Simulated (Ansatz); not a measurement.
# How fast states decay through NaGeI3, part 3 of 3

A new crystal, NaGeI3: structure, gap and complex bands. It is built by putting Na for Cs, I for Br in the CsGeBr3 structure of space group Cm, with the volume rescaled by atomic radii. The parent structure comes from the Materials Project.

Ansatz 0.2.0; LDA DFT, plane waves, PAW files (the session's first sound run).

So far, gap on path (eV): step 3 (the bulk crystal and its band edges, LDA) 0.758; step 6 (PBEsol) 0.725.

The structure was built from a prototype and need not be the compound's stable phase.

## Step 8: The same cell, other settings: output.transmission.temperature = 200.0

This step: LDA DFT, plane waves, PAW files; complex bands by layer matching along the plane's normal; changed: output.transmission.temperature = 200.0 (Ansatz 0.2.0).

This run repeats an earlier one, its twin (the complex run, plane (001)), with one setting changed (output.transmission.temperature; files written aside). It is meant to test how the leads' temperature enters. Where the input is shown as a difference, that is against the step before, not the twin.

File input.yaml:

```yaml
crystal:
  lattice:
    - [5.928436025, 0.0, 0.0]
    - [0.699539961, 5.887019411, 0.0]
    - [-0.058596383, -0.05204576, 5.737386029]
  atoms:
    - { symbol: Na, position: [0.7628967564, 0.7628967564, 0.5982821529] }
    - { symbol: Ge, position: [0.3964988383, 0.3964988383, 0.1113871323] }
    - { symbol: I, position: [0.424328112, 0.424328112, 0.5992127184] }
    - { symbol: I, position: [0.4675001897, 0.9345761037, 0.0991089982] }
    - { symbol: I, position: [0.9345761037, 0.4675001897, 0.0991089982] }
kpoints:
  mp_grid: { grid: [4, 4, 4] }
scf:
  occupations: { method: fixed }
hamiltonian:
  xc: lda
output:
  eigenvalues: true
  transmission:
    leads: [[0, 0]]
    kpoints: [[0.0, 0.0], [-0.5, -0.5]]
    e_range: [-1.0, 1.76]
    de: 0.07
    temperature: 200.0
```

Command:

```console
$ ansatz run input.yaml --threads 2 --pin off --max-ram 4096MiB --backend cpu --events-out ev --progress --plain --runs-dir out
```

Numbers of over 12 decimals in the logs are rounded to 6 here.

The log of the run:

```text
[...]
Crystal: 5 atoms, lattice volume = 200.239 Å³
Basis set: ecut = 420 eV, 3897 PW (Γ)
Bands: 45, of which v1, the nominal top of the filled ones, is band 37 counted from 1 (36 counted from 0)
Symmetry: 2 space group operations
[...]
k-points: 24 of 64 (time reversal used)
[...]
SCF iter   1: F=—  HF=-27752.655171 eV  |F-HF|=—  |Δ(HF+E_count)|=         —  Δρ=4.56e-3  dr2=2.03e-2  ethr=1.77e-3  ⟨swp⟩=5.1  Hψ=3836  notcnv=0  defer=121
[...]
SCF iter   8: F=-27752.647613 eV  HF=-27752.647613 eV  |F-HF|=2.33e-8  |Δ(HF+E_count)|=   5.08e-7  Δρ=2.07e-6  dr2=1.32e-8  ethr=1.35e-10  ⟨swp⟩=14.2  Hψ=5133  notcnv=0
SCF 1 converged in 8 iterations: F = -27752.647613 eV  dr2 = 1.32e-8
[...]
transmission: 8 of 16 steps passed
transmission: 16 of 16 steps passed
SCF converged after 8 iterations
Free energy (F): -27752.647613 eV
[...]
Internal energy: -27752.647613 eV  (E = F + TS)
E sigma→0 (E₀):  -27752.647613 eV
Fermi energy:    4.087347 eV
[...]
--- Band table (eV; the first three rows and the last of 24) ---
  k-point 0: bands = [... 33 lower, 2.2991, 2.3396, 2.4723, 2.8295, 6.1070, 7.2935, 7.9946, 8.4385, ... 4 higher]
  k-point 1: bands = [... 33 lower, 2.1255, 2.3001, 2.3197, 2.8386, 6.7735, 7.2508, 7.5791, 8.8810, ... 4 higher]
  k-point 2: bands = [... 33 lower, 2.0716, 2.1738, 2.8482, 3.2362, 5.4065, 7.4091, 8.0497, 8.2344, ... 4 higher]
  k-point 23: bands = [... 33 lower, 2.9214, 3.1354, 3.2078, 4.0873, 4.8996, 5.0817, 5.4342, 6.6893, ... 4 higher]
--- Transmission ---
  basis      : 303 plane waves across, 8 finite elements along
  points     : 2, as listed
[...]
crystal 0  : I3Ge1Na1, at the sites [0, 0], period 5.7374 Å: whole cells are its period
[...]
channels       : 0.000000e0 a spin
[...]
slowest decay  : 0.0613 /Å at (-0.5000, -0.5000)
```

Run time: 65 s. Hardware: 2 threads of Arm Neoverse V1, shared host; peak memory 1 GiB; 2.1 min of CPU time.

Numbers from this step:

```
free energy                                               : -27752.6476 eV
Fermi energy                                              : 4.087 eV
gap on the k-mesh                                         : 0.8122 eV
level to which the leads are filled                       : 0.4061 eV from the Fermi level
decay constant at the filling level, zone centre          : 0.1044 Å⁻¹
decay constant at the filling level, slowest listed point : 0.0613 Å⁻¹
```

K parallel (0, 0); values up to 1.5 1/Å, a degenerate pair printed once or twice; energies at which all values exceed this have no row. Im kz of the slowest decaying states against energy, zero at the highest filled level on the SCF mesh:

```tsv
energy (eV)	decay 1 (Å⁻¹)	decay 2 (Å⁻¹)	decay 3 (Å⁻¹)	decay 4 (Å⁻¹)
-1.00	0.317	0.357	0.666	0.751
-0.79	0.0385	0.336	0.384	0.756
-0.58	0.0750	0.342	0.357	0.405
-0.44	0.0877	0.341	0.371	0.415
-0.23	0.0993	0.340	0.386	0.428
-0.02	0.105	0.335	0.396	0.437
0.19	0.107	0.328	0.404	0.443
0.40	0.104	0.319	0.409	0.447
0.54	0.101	0.311	0.411	0.448
0.75	0.0915	0.296	0.413	0.449
0.96	0.0767	0.277	0.414	0.448
1.17	0.0519	0.255	0.412	0.445
1.31	0.0132	0.237	0.410	0.442
1.52	0.203	0.407	0.437	0.741
1.73	0.159	0.402	0.430	0.728
```

K parallel (-0.5, -0.5); values up to 1.5 1/Å, a degenerate pair printed once or twice; energies at which all values exceed this have no row. The Im kz of the slowest decaying states by energy, zero at the highest filled level on the SCF mesh:

```tsv
energy (eV)	decay 1 (Å⁻¹)	decay 2 (Å⁻¹)	decay 3 (Å⁻¹)	decay 4 (Å⁻¹)
-1.00	0.146	0.240	0.529	0.594
-0.86	0.193	0.194	0.300	0.377
-0.72	0.193	0.226	0.399	0.593
-0.58	0.230	0.247	0.481	0.600
-0.44	0.258	0.262	0.519	0.617
-0.30	0.271	0.278	0.530	0.619
-0.16	0.274	0.292	0.530	0.602
-0.02	0.272	0.301	0.526	0.585
0.12	0.0443	0.265	0.306	0.520
0.26	0.0571	0.251	0.307	0.512
0.40	0.0613	0.231	0.303	0.504
0.47	0.0613	0.217	0.300	0.499
0.61	0.0576	0.178	0.290	0.490
0.75	0.0475	0.110	0.274	0.479
0.89	0.0367	0.253	0.459	0.468
1.03	0.222	0.433	0.455	0.548
1.17	0.175	0.400	0.441	0.530
1.31	0.0818	0.0850	0.352	0.426
1.45	0.281	0.409	0.489	0.705
1.59	0.307	0.389	0.465	0.700
1.73	0.322	0.368	0.436	0.695
```

K parallel (-0.5, -0.5). Re kz of states that move upwards against energy, zero at the highest filled level on the SCF mesh:

```tsv
energy (eV)	channel 1 (Å⁻¹)	channel 2 (Å⁻¹)
-1.00	0.453	-
-0.93	-	-
-0.86	-	-
-0.79	-	-
-0.72	0.0415	-
-0.65	0.228	-
-0.58	0.301	-
-0.51	0.348	-
-0.44	0.382	-
-0.37	0.408	-
-0.23	0.452	-
-0.16	0.471	-
-0.09	0.491	-
-0.02	0.517	-
0.05	-	-
0.12	-	-
0.19	-	-
0.26	-	-
0.33	-	-
0.40	-	-
0.47	-	-
0.54	-	-
0.61	-	-
0.68	-	-
0.75	-	-
0.82	-0.525	-
0.89	-0.438	-
0.96	-0.384	-
1.10	-0.518	-0.286
1.17	-0.506	-0.231
1.24	-0.496	-0.159
1.31	-0.486	-
1.38	-0.477	-0.474
1.45	-0.469	-0.404
1.52	-0.460	-0.350
1.59	-0.452	-0.298
1.66	-0.445	-0.243
1.73	-0.437	-0.177
```

The temperature enters the conductance and not T(E) itself. No conductance was computed here for it to change.

## Step 9: Summary of results

```yaml
band_gap: 0.758 eV
least_decay_constant_at_mid_gap_normal_to_001: 0.0613 Å⁻¹
least_decay_constant_on_a_mesh_normal_to_001: 0.0611 Å⁻¹
least_decay_constant_pbesol: 0.0595 Å⁻¹
```

With LDA, the slowest decay at the wavevectors tried is κ = 0.0613 Å⁻¹, normal to (001). Through such a film the transmission near mid-gap falls as exp(−2κd), a factor of ten every 19 Å. A free electron under a barrier of half the gap would need a mass of 0.038 mₑ to decay at this rate. The slowest decay isn't at the zone centre. With PBEsol the gap goes from 0.758 to 0.725 eV and the decay constant, over the first 2 listed wavevectors, from 0.0613 to 0.0595 Å⁻¹. The compound is made up by substitution; its stability against other phases and against distortions of the cell's symmetry was not tested. A semilocal functional narrows gaps, while spin-orbit coupling, left out here, narrows them in compounds of heavy elements, so the error in κ can go either way.

[Logs are printed without paths, hosts, clocks, repeated set-up lines and the standing remarks that a program may print on its own settings, such as how far it seeks lower states.]

[Hosts, paths, dates, database ids (printed as entryN), source tags and the programs' standing remarks are cut or masked in the printed files.]
